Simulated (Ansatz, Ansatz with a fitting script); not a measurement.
**The order of polymorphs of InHO2 (Pmn2_1) on a ladder of methods**

Wanted: the order of polymorphs of InHO2 (Pmn2_1), rung by rung, with cost.

Method: density functionals and EXX+RPA, plane waves, in Ansatz 0.2.0.

In doubt: RPA on norm-conserving files with a d shell is listed as unsure (step 8), so the values of those runs are not to be relied on.

## 1. Starting point

The structure is orthorhombic, space group Pmn2_1 (No. 31). The conventional cell has a = 3.284 Å, b = 4.580 Å, c = 5.278 Å, α = 90.00°, β = 90.00°, γ = 90.00°. Nearest to In lie 6 O at 2.13 to 2.24 Å. Nearest to H lie 1 O at 1.03 Å. Nearest to O lie 1 H at 1.03 Å and 3 In at 2.23 to 2.24 Å. Nearest to O lie 1 H at 1.53 Å and 3 In at 2.13 Å. Farther neighbours and most contacts between anions are not listed.

The structure was relaxed with r2SCAN+rVV10. The runs that relaxed it are not among those shown. The program's search for lower electronic states was switched off, so nothing shows that the state found is the lowest.

## 2. Energy LDA (polymorph Pmn2_1)

This step: DFT, LDA, plane waves, PAW.

File input.yaml:

```yaml
crystal:
  lattice:
    - [3.2838861257, 0.0, 0.0]
    - [0.0, 4.5797186074, 0.0]
    - [0.0, 0.0, 5.2776858519]
  atoms:
    - { symbol: In, position: [0.0, 0.7278178911, 0.0007655666] }
    - { symbol: In, position: [0.5, 0.2721821089, 0.5007655666] }
    - { symbol: H, position: [0.0, 0.8023920204, 0.479250074] }
    - { symbol: H, position: [0.5, 0.1976079796, 0.979250074] }
    - { symbol: O, position: [0.0, 0.9827511835, 0.3632387268] }
    - { symbol: O, position: [0.5, 0.0172488165, 0.8632387268] }
    - { symbol: O, position: [0.0, 0.5229990854, 0.6387456325] }
    - { symbol: O, position: [0.5, 0.4770009146, 0.1387456325] }
kpoints:
  mp_grid: { grid: [8, 6, 6] }
hamiltonian:
  xc: lda
  pseudopotentials: { kind: paw, source: ansatz }
scf:
  occupations: { method: fixed }
  n_extra_bands: 6
  lower_state_search: "off"
  convergence: { dr2_threshold: 1.0e-09 }
output:
  eigenvalues: true
```

Run with:

```
$ ansatz run input.yaml --threads 8 --pin off --max-ram 18432MiB --backend cpu --events-out ev --progress --plain --runs-dir out
```

Numbers of over 12 decimals in the logs are rounded to 6 here.

The program printed:

```text
scf.n_extra_bands = 6 over 34 filled bands (N_el = 68.0): the run solves 40 bands
Engine: ansatz 0.2.0, aarch64-unknown-linux-gnu
Pseudopotentials: kind: paw
Pseudopotential: In, paw, valence charge 21, recommended cutoff 710 eV (normal), In.paw.azcp
Pseudopotential: H, paw, valence charge 1, recommended cutoff 800 eV (normal), H.paw.azcp
Pseudopotential: O, paw, valence charge 6, recommended cutoff 930 eV (normal), O.paw.azcp
Functional definition: SPW92
  exchange = slater_x
  correlation = pw_c
Crystal: 8 atoms, lattice volume = 79.373 Å³
Basis set: ecut = 930 eV, 5093 PW (Γ)
Bands: 40, of which v1, the nominal top of the filled ones, is band 34 counted from 1 (33 counted from 0)
Symmetry: 4 space group operations
Space group: Pmn21 (ITA 31), of the structure as read, at distance tolerance 4.3e-5 Å
k-points: 80 of 288 (time reversal used)
Non-local potential: In, projectors of the file, l = 0: 3, l = 1: 3, l = 2: 2, l = 3: 2
Non-local potential: H, projectors of the file, l = 0: 2, l = 1: 1, l = 2: 1
Non-local potential: O, projectors of the file, l = 0: 2, l = 1: 2, l = 2: 1
PAW form: soft (Blöchl's): semilocal exchange-correlation on the pseudo side does not see the compensation charge
PAW frozen core: In, regenerated for the run's functional, and the local potential with it (the file was generated under x = pbe(κ = 0.804, μ = 0.219515), c = pbe(β = 0.066725))
PAW frozen core: O, regenerated for the run's functional, and the local potential with it (the file was generated under x = pbe(κ = 0.804, μ = 0.219515), c = pbe(β = 0.066725))
PAW one-centre angular grid: In, 590 points (default); XC on 64 Gauss nodes
PAW one-centre angular grid: H, 110 points (default); XC on 64 Gauss nodes
PAW one-centre angular grid: O, 110 points (default); XC on 64 Gauss nodes
Initial density: superposition of atomic densities (chi_scale 0.1, normalization cell, long waves kept (reshape's long-wave potential 0.02 eV rms))
Initial wavefunctions: pseudopotential atomic-orbital guess
Functional: x = slater, c = lda
SCF iter   1: F=—  HF=-19909.545128 eV  |F-HF|=—  |Δ(HF+E_count)|=         —  Δρ=1.18e-1  dr2=7.40e0  ethr=3.10e-3  ⟨swp⟩=4.4  Hψ=9793  notcnv=0  defer=320
preconditioner: auto → Resta (q_TF=auto, 2.659 Å⁻¹)  ε∞=4.0  [insulator: Δε(μ)=1.910 eV  Ē_g=17.463 eV  n_scr=28 (ndim 8)  ℏωp=30.1 eV  f_vac=0.000  ε∞_Penn≈4.0]
SCF iter   2: F=—  HF=-19907.164645 eV  |F-HF|=—  |Δ(HF+E_count)|=    2.38e0  Δρ=3.59e-2  dr2=9.70e-1  ethr=3.10e-3  ⟨swp⟩=2.3  Hψ=6834  notcnv=0  defer=289
SCF iter   3: F=—  HF=-19906.911288 eV  |F-HF|=—  |Δ(HF+E_count)|=   2.53e-1  Δρ=2.02e-2  dr2=1.73e-1  ethr=1.43e-3  ⟨swp⟩=2.0  Hψ=4973  notcnv=0  defer=319
SCF iter   4: F=—  HF=-19906.898902 eV  |F-HF|=—  |Δ(HF+E_count)|=   1.24e-2  Δρ=9.35e-3  dr2=5.47e-2  ethr=2.54e-4  ⟨swp⟩=3.0  Hψ=4276  notcnv=0  defer=320
SCF iter   5: F=—  HF=-19906.884710 eV  |F-HF|=—  |Δ(HF+E_count)|=   1.42e-2  Δρ=2.23e-3  dr2=2.80e-3  ethr=8.04e-5  ⟨swp⟩=2.0  Hψ=5627  notcnv=0  defer=320
SCF iter   6: F=—  HF=-19906.885079 eV  |F-HF|=—  |Δ(HF+E_count)|=   3.69e-4  Δρ=1.42e-3  dr2=1.10e-3  ethr=4.11e-6  ⟨swp⟩=2.1  Hψ=5311  notcnv=0  defer=320
SCF iter   7: F=—  HF=-19906.884890 eV  |F-HF|=—  |Δ(HF+E_count)|=   1.88e-4  Δρ=3.45e-4  dr2=5.77e-5  ethr=1.62e-6  ⟨swp⟩=2.2  Hψ=5231  notcnv=0  defer=320
SCF iter   8: F=—  HF=-19906.884893 eV  |F-HF|=—  |Δ(HF+E_count)|=   2.56e-6  Δρ=1.11e-4  dr2=5.43e-6  ethr=8.49e-8  ⟨swp⟩=2.7  Hψ=4877  notcnv=0  defer=156
SCF iter   9: F=—  HF=-19906.885024 eV  |F-HF|=—  |Δ(HF+E_count)|=   1.31e-4  Δρ=1.87e-5  dr2=1.62e-7  ethr=7.98e-9  ⟨swp⟩=2.4  Hψ=5404  notcnv=0  defer=151
SCF iter  10: F=—  HF=-19906.885024 eV  |F-HF|=—  |Δ(HF+E_count)|=   5.61e-9  Δρ=2.12e-6  dr2=2.86e-9  ethr=2.38e-10  ⟨swp⟩=2.4  Hψ=5585  notcnv=0  defer=151
SCF iter  11: F=-19906.885024 eV  HF=-19906.885024 eV  |F-HF|=1.82e-11  |Δ(HF+E_count)|=  3.09e-10  Δρ=3.23e-7  dr2=5.93e-11  ethr=1.47e-12  ⟨swp⟩=9.8  Hψ=9965  notcnv=0
SCF 1 converged in 11 iterations: F = -19906.885024 eV  dr2 = 5.93e-11
[...]
SCF converged after 11 iterations
Free energy (F): -19906.885024 eV
Harris-Foulkes:  -19906.885024 eV  (|F-HF|=1.82e-11)
Internal energy: -19906.885024 eV  (E = F + TS)
E sigma→0 (E₀):  -19906.885024 eV
Fermi energy:    8.356801 eV
--- Per-component energies (eV) ---
  E_band       = -1164.025111
  E_kinetic    = 2794.715815
  E_local      = -13096.024821  (includes V_loc(G=0)·N_el)
  E_nonlocal   = 3386.005305
  E_hartree    = 4389.149542
  E_xc         = -834.399106
  E_vxc        = -1090.310303  (∫ρ·V_xc dr)
  E_paw        = -9015.794753  (= ΣΔE_a)
  E_vpaw       = -1936.710705  (= ΣTr[D̂ρ^β])
  E_aug_tail   = 0.000167  (compensation charges beyond the density's cutoff)
  E_ewald      = -7532.539343
  E_core_change = 2.002170  (= ΣΔE_core)
  E_smearing   = -0.000000  (= −TS)
  E_closure    = 0.000000  (closes the sum)
  Σ components = -19906.885024   (vs F -19906.885024, Δ=0.00e0)
--- Band table (eV; the first three rows and the last of 80) ---
  k-point 0: bands = [... 30 lower, 7.9679, 8.2628, 8.2787, 8.3568, 10.3080, 15.0892, 15.3047, 16.4198, ... 2 higher]
  k-point 1: bands = [... 30 lower, 7.9378, 8.0250, 8.2624, 8.2743, 10.8485, 14.8539, 15.6389, 16.5946, ... 2 higher]
  k-point 2: bands = [... 30 lower, 7.4971, 7.8412, 8.2618, 8.2668, 11.9416, 14.1666, 16.4722, 17.0529, ... 2 higher]
  k-point 79: bands = [... 30 lower, 7.2234, 7.2234, 7.9147, 7.9147, 14.1987, 14.1987, 16.7841, 16.7841, ... 2 higher]
```

Elapsed: 9.7 s, on 8 threads of Arm Neoverse V1, shared host; peak memory 1 GiB.

Reading the cycles: dr2 is the Hartree energy of the density residual (eV), the measure of convergence; HF is the Harris–Foulkes estimate of the energy, which meets the free energy F at convergence.

Total energy -19906.8850 eV.

## 3. Energy r2SCAN (polymorph Pmn2_1)

r2SCAN sits between gradient functionals and hybrids in what it does to gaps, at little more than semilocal cost.

This step: DFT, r2SCAN, plane waves, PAW.

input.yaml: that of step 2 with these lines changed.

```diff
@@ -17,3 +17,3 @@
 hamiltonian:
-  xc: lda
+  xc: r2scan
   pseudopotentials: { kind: paw, source: ansatz }
```

The program printed:

```text
[...]
Crystal: 8 atoms, lattice volume = 79.373 Å³
Basis set: ecut = 1050 eV, 6139 PW (Γ), exchange–correlation on 160×240×256 points (64 copies of the dense FFT grid, shifted against one another)
Bands: 40, of which v1, the nominal top of the filled ones, is band 34 counted from 1 (33 counted from 0)
Symmetry: 4 space group operations
[...]
k-points: 80 of 288 (time reversal used)
[...]
--- Band table (eV; the first three rows and the last of 80) ---
  k-point 0: bands = [... 30 lower, 7.9805, 8.2389, 8.2775, 8.3684, 11.0071, 15.9784, 16.2484, 17.3875, ... 2 higher]
  k-point 1: bands = [... 30 lower, 7.9504, 8.0512, 8.2396, 8.2710, 11.5204, 15.7197, 16.5834, 17.5709, ... 2 higher]
  k-point 2: bands = [... 30 lower, 7.5087, 7.8543, 8.2422, 8.2582, 12.6273, 14.9744, 17.4305, 18.0501, ... 2 higher]
  k-point 79: bands = [... 30 lower, 7.2772, 7.2772, 7.9197, 7.9197, 15.1428, 15.1428, 17.6868, 17.6868, ... 2 higher]
[key lines of the parts left out:]
SCF converged after 11 iterations
Free energy (F): -20270.294333 eV
Fermi energy:    8.368386 eV
```

The job ended after 21 s (8 threads; peak memory 1.6 GiB).

Total energy -20270.2943 eV.

## 4. Energy r2SCAN+rVV10 (polymorph Pmn2_1)

This step: DFT, r2SCAN with rVV10, plane waves, PAW.

input.yaml: that of step 3 with these lines changed.

```diff
@@ -19,2 +19,3 @@
   pseudopotentials: { kind: paw, source: ansatz }
+  dispersion: rvv10
 scf:
```

The program printed:

```text
[...]
Crystal: 8 atoms, lattice volume = 79.373 Å³
Basis set: ecut = 1050 eV, 6139 PW (Γ), exchange–correlation on 180×240×288 points (64 copies of the dense FFT grid, shifted against one another)
Bands: 40, of which v1, the nominal top of the filled ones, is band 34 counted from 1 (33 counted from 0)
Symmetry: 4 space group operations
[...]
k-points: 80 of 288 (time reversal used)
[...]
--- Band table (eV; the first three rows and the last of 80) ---
  k-point 0: bands = [... 30 lower, 7.9613, 8.2233, 8.2606, 8.3505, 10.9483, 15.9282, 16.1707, 17.3151, ... 2 higher]
  k-point 1: bands = [... 30 lower, 7.9310, 8.0305, 8.2239, 8.2542, 11.4661, 15.6706, 16.5072, 17.4989, ... 2 higher]
  k-point 2: bands = [... 30 lower, 7.4876, 7.8343, 8.2265, 8.2418, 12.5776, 14.9267, 17.3566, 17.9799, ... 2 higher]
  k-point 79: bands = [... 30 lower, 7.2563, 7.2563, 7.8985, 7.8985, 15.1094, 15.1094, 17.5915, 17.5915, ... 2 higher]
[key lines of the parts left out:]
SCF converged after 11 iterations
Free energy (F): -20265.490751 eV
Fermi energy:    8.350542 eV
```

It took 31 s on 8 threads; peak memory 1.8 GiB; 4 min of CPU time.

Total energy -20265.4908 eV.

## 5. Energy r2SCAN-D4 (polymorph Pmn2_1)

This step: DFT, r2SCAN with D4 dispersion, plane waves, PAW.

input.yaml: that of step 4 with these lines changed.

```diff
@@ -19,3 +19,3 @@
   pseudopotentials: { kind: paw, source: ansatz }
-  dispersion: rvv10
+  dispersion: d4
 scf:
```

The program printed:

```text
[...]
Crystal: 8 atoms, lattice volume = 79.373 Å³
Basis set: ecut = 1050 eV, 6139 PW (Γ), exchange–correlation on 160×240×256 points (64 copies of the dense FFT grid, shifted against one another)
Bands: 40, of which v1, the nominal top of the filled ones, is band 34 counted from 1 (33 counted from 0)
Symmetry: 4 space group operations
[...]
k-points: 80 of 288 (time reversal used)
[...]
--- Band table (eV; the first three rows and the last of 80) ---
  k-point 0: bands = [... 30 lower, 7.9805, 8.2389, 8.2775, 8.3684, 11.0071, 15.9784, 16.2484, 17.3875, ... 2 higher]
  k-point 1: bands = [... 30 lower, 7.9504, 8.0512, 8.2396, 8.2710, 11.5204, 15.7197, 16.5834, 17.5709, ... 2 higher]
  k-point 2: bands = [... 30 lower, 7.5087, 7.8543, 8.2422, 8.2582, 12.6273, 14.9744, 17.4305, 18.0501, ... 2 higher]
  k-point 79: bands = [... 30 lower, 7.2772, 7.2772, 7.9197, 7.9197, 15.1428, 15.1428, 17.6868, 17.6868, ... 2 higher]
[key lines of the parts left out:]
SCF converged after 11 iterations
Free energy (F): -20270.863548 eV
Fermi energy:    8.368386 eV
```

Elapsed: 22 s, on 8 threads; peak memory 1.6 GiB.

Total energy -20270.8635 eV.

## 6. Energy HSE06 (polymorph Pmn2_1)

HSE06 mixes in a quarter of exact exchange at short range. Exchange couples all pairs of k points, which makes a full band path dear, so levels are read on the mesh and at chosen points.

This step: DFT, HSE06, plane waves, PAW.

input.yaml: that of step 5 with these lines changed.

```diff
@@ -15,7 +15,6 @@
 kpoints:
-  mp_grid: { grid: [8, 6, 6] }
+  mp_grid: { grid: [4, 3, 3] }
 hamiltonian:
-  xc: r2scan
+  xc: hse06
   pseudopotentials: { kind: paw, source: ansatz }
-  dispersion: d4
 scf:
```

The program printed:

```text
[...]
davidson cushion auto → on  (no smearing: the cushion is to keep the highest requested band from converging to the state above it; pin scf.eigensolver.cushion to override)
Crystal: 8 atoms, lattice volume = 79.373 Å³
Basis set: ecut = 930 eV, 5093 PW (Γ)
Bands: 40, of which v1, the nominal top of the filled ones, is band 34 counted from 1 (33 counted from 0)
Symmetry: 4 space group operations
[...]
k-points: 12 of 36 (time reversal used)
[...]
Fermi energy:    7.631422 eV
[...]
--- Band table (eV; the first three rows and the last of 12) ---
  k-point 0: bands = [... 30 lower, 7.2025, 7.4880, 7.5405, 7.6314, 11.2527, 16.4179, 16.4692, 17.6644, ... 2 higher]
  k-point 1: bands = [... 30 lower, 6.7117, 7.0674, 7.4963, 7.5202, 12.8970, 15.3675, 17.6976, 18.3442, ... 2 higher]
  k-point 2: bands = [... 30 lower, 7.0226, 7.0445, 7.4732, 7.4863, 12.9774, 15.1423, 16.4937, 16.5248, ... 2 higher]
  k-point 11: bands = [... 30 lower, 6.4461, 6.9319, 7.2891, 7.3357, 15.5272, 15.9080, 17.7091, 18.5134, ... 2 higher]
[key lines of the parts left out:]
Free energy (F): -20244.069020 eV
```

It took 30 s on 8 threads; peak memory 5.1 GiB.

Total energy -20244.0690 eV.

## 7. Energy HSE06-D3(BJ) (polymorph Pmn2_1)

This step: DFT, HSE06 with D3(BJ) dispersion, plane waves, PAW.

input.yaml: that of step 6 with these lines changed.

```diff
@@ -19,2 +19,3 @@
   pseudopotentials: { kind: paw, source: ansatz }
+  dispersion: d3bj
 scf:
```

The program printed:

```text
[...]
Crystal: 8 atoms, lattice volume = 79.373 Å³
Basis set: ecut = 930 eV, 5093 PW (Γ)
Bands: 40, of which v1, the nominal top of the filled ones, is band 34 counted from 1 (33 counted from 0)
Symmetry: 4 space group operations
[...]
k-points: 12 of 36 (time reversal used)
[...]
SCF iter   1: F=—  HF=-20240.996573 eV  |F-HF|=—  |Δ(HF+E_count)|=         —  Δρ=1.23e-1  dr2=8.03e0  ethr=1.00e-1  ⟨swp⟩=4.0  Hψ=1396  notcnv=0
[...]
Fermi energy:    7.631422 eV
[...]
--- Band table (eV; the first three rows and the last of 12) ---
  k-point 0: bands = [... 30 lower, 7.2025, 7.4880, 7.5405, 7.6314, 11.2527, 16.4179, 16.4692, 17.6644, ... 2 higher]
  k-point 1: bands = [... 30 lower, 6.7117, 7.0674, 7.4963, 7.5202, 12.8970, 15.3675, 17.6976, 18.3442, ... 2 higher]
  k-point 2: bands = [... 30 lower, 7.0226, 7.0445, 7.4732, 7.4863, 12.9774, 15.1423, 16.4937, 16.5248, ... 2 higher]
  k-point 11: bands = [... 30 lower, 6.4461, 6.9319, 7.2891, 7.3357, 15.5272, 15.9080, 17.7091, 18.5134, ... 2 higher]
[key lines of the parts left out:]
Free energy (F): -20245.605520 eV
```

The job ended after 29 s (8 threads; peak memory 5.1 GiB; 3.6 min of CPU time).

Total energy -20245.6055 eV.

## 8. Energy RPA (polymorph Pmn2_1)

The RPA correlation energy is summed at several response cutoffs, since it converges slowly from above.

This step: EXX+RPA on LDA, plane waves, norm-conserving pseudopotentials.

input.yaml: that of step 7 with these lines changed.

```diff
@@ -17,8 +17,6 @@
 hamiltonian:
-  xc: hse06
-  pseudopotentials: { kind: paw, source: ansatz }
-  dispersion: d3bj
+  xc: lda
+  pseudopotentials: { kind: nc, xc_functional: pbe }
 scf:
   occupations: { method: fixed }
-  n_extra_bands: 6
   lower_state_search: "off"
@@ -26,2 +24,8 @@
 output:
-  eigenvalues: true
+  rpa_energy:
+    ecut_chi_ladder: [180, 210, 240, 270, 300]
+    long_wavelength: optical_limit
+    n_empty_bands: 331
+basis:
+  ecutwfc: 1240.0
+  xc_grid: 3
```

The program printed:

```text
[...]
Crystal: 8 atoms, lattice volume = 79.373 Å³
Basis set: ecut = 1240 eV, 7847 PW (Γ), exchange–correlation on 120×162×192 points (27 copies of the dense FFT grid, shifted against one another)
Bands: 34, of which v1, the nominal top of the filled ones, is band 26 counted from 1 (25 counted from 0)
Symmetry: 4 space group operations
[...]
k-points: 12 of 36 (time reversal used)
[...]
SCF iter   1: F=—  HF=-5483.525599 eV  |F-HF|=—  |Δ(HF+E_count)|=         —  Δρ=6.44e-2  dr2=2.37e0  ethr=3.10e-3  ⟨swp⟩=5.2  Hψ=1491  notcnv=0  defer=72
[...]
SCF iter  10: F=-5482.583886 eV  HF=-5482.583886 eV  |F-HF|=1.08e-10  |Δ(HF+E_count)|=   7.55e-9  Δρ=1.38e-6  dr2=8.69e-10  ethr=1.92e-12  ⟨swp⟩=13.8  Hψ=2847  notcnv=0
SCF 1 converged in 10 iterations: F = -5482.583886 eV  dr2 = 8.69e-10
NSCF: frozen V_eff on 12 k-points
EXX+RPA screening: q 1/12 (q-point 8)
EXX+RPA screening: q 2/12 (q-point 4)
EXX+RPA screening: q 3/12 (q-point 6)
EXX+RPA screening: q 4/12 (q-point 7)
EXX+RPA screening: q 5/12 (q-point 12)
EXX+RPA screening: q 6/12 (q-point 2)
EXX+RPA screening: q 7/12 (q-point 3)
EXX+RPA screening: q 8/12 (q-point 5)
EXX+RPA screening: q 9/12 (q-point 10)
EXX+RPA screening: q 10/12 (q-point 11)
EXX+RPA screening: q 11/12 (q-point 9)
EXX+RPA screening: q 12/12 (q-point 1)
[...]
SCF converged after 10 iterations
Free energy (F): -5482.583886 eV
[...]
Internal energy: -5482.583886 eV  (E = F + TS)
E sigma→0 (E₀):  -5482.583886 eV
Fermi energy:    7.340126 eV
[...]
--- Band table (eV; the first three rows and the last of 12) ---
  k-point 0: bands = [... 22 lower, 6.9451, 7.2533, 7.2654, 7.3401, 9.1340, 14.0317, 14.2061, 15.3352, ... 4 higher]
  k-point 1: bands = [... 22 lower, 6.4733, 6.8168, 7.2512, 7.2541, 10.8239, 13.0900, 15.3924, 15.9728, ... 4 higher]
  k-point 2: bands = [... 22 lower, 6.8183, 6.8227, 7.1774, 7.1901, 10.8825, 12.8419, 14.2042, 14.2453, ... 4 higher]
  k-point 11: bands = [... 22 lower, 6.1566, 6.7089, 7.0633, 7.0758, 13.1598, 13.5044, 15.3750, 16.1540, ... 4 higher]
--- EXX+RPA: 4×3×3 mesh (12 irreducible q, 250/432 k–q pairs), 357 bands' worth read of 362 solved (the sum completed by the states above those read; Γ's head and wings end at those read), 26 occupied, 14 to 15 frequency nodes, the response taken to reach 1355.5 eV, pair-density box ratio 4, q→0 included in E_x (Coulomb truncated on the Wigner–Seitz cell) and E_c (k·p head, wings) ---
  smallest occupied→empty transition 1.794e0 eV, smallest direct gap 1.794e0 eV
  indirect gap at most 1.794e0 eV, over 12 k-points of the mesh
  bands read: the sum over 357 bands ends inside a degenerate multiplet in 3 slots, whose members it reads at an even weight; the widest, k=8: bands 357 to 358 (counted from 1) at 1/2 each
  E_x                     =      -673.445302 eV
  E_xc[n_v+n_c], E_xc[n_v] =     -1600.395532, -795.369827 eV (parent functional, the pass's orbitals; any nonlocal part keeps n_c)
  E_c ladder  E_cut^χ (eV)   ⟨N_G⟩      E_cut^sphere (eV)      E_c (eV)
                  180.00      435.1            179.97        -89.793050
                  210.00      549.4            210.24        -93.335413
                  240.00      670.4            240.06        -95.955676
                  270.00      799.9            270.07        -98.005806
                  300.00      935.8            299.84        -99.630952
  E_c(E_cut→∞)            =      -108.001223 ± 0.279283 eV  (E_cut^-3/2 fit over 5 rungs)
  S(q), 6 of 11 wave vectors   |q| (1/Å)       S_0(q)   S_0 (bands read)   S_RPA(q)   (top rung; structure_factors; the frequency nodes sum S_0 to within 3.7e-6)
    ( 0.0000,  0.0000,  0.3333)    0.39684     0.029520           0.029169   0.015556
    ( 0.0000,  0.3333,  0.0000)    0.45732     0.038777           0.038310   0.020621
    ( 0.2500,  0.0000,  0.0000)    0.47833     0.041826           0.041313   0.022423
    ( 0.0000,  0.3333,  0.3333)    0.60549     0.064951           0.064118   0.035437
    ( 0.2500,  0.0000,  0.3333)    0.62152     0.067979           0.067100   0.037403
    ( 0.2500,  0.3333,  0.0000)    0.66177     0.076571           0.075567   0.042099
  core–valence xc dropped  : E_EXX =     -4555.633655 eV   E_EXX+RPA =     -4663.634878 eV
  core–valence xc semilocal: E_EXX =     -5360.659361 eV   E_EXX+RPA =     -5468.660584 eV
```

Run time: 14 min. Hardware: 8 threads; peak memory 5.8 GiB; 1.8 h of CPU time.

Numbers from this step:

```yaml
exact_exchange_energy: -673.4453 eV
rpa_correlation_energy: -108.0012 eV
```

Extrapolated from these cutoffs, the correlation energy is -13.50 eV per atom (fit error 0.03); such a limit moves with the range of cutoffs.

RPA ladder, by row:

```tsv
response cutoff (eV)	mean plane waves	sphere-equivalent cutoff (eV)	correlation energy (eV)
180	435.1	180	-89.79
210	549.4	210.2	-93.34
240	670.4	240.1	-95.96
270	799.9	270.1	-98.01
300	935.8	299.8	-99.63
```

(Continued in part 2 of 2.)

[Paths, hosts, dates, memory and timing lines, banners, echoed tables and standing remarks are left out of the program output.]

[Logs are printed without paths, hosts, clocks, repeated set-up lines and the standing remarks that a program may print on its own settings, such as how far it seeks lower states.]

[Runs of the session that timed out or met a known fault of the program may be left out.]

[Hosts, paths, dates, database ids (printed as entryN), source tags and the programs' standing remarks are cut or masked in the printed files.]
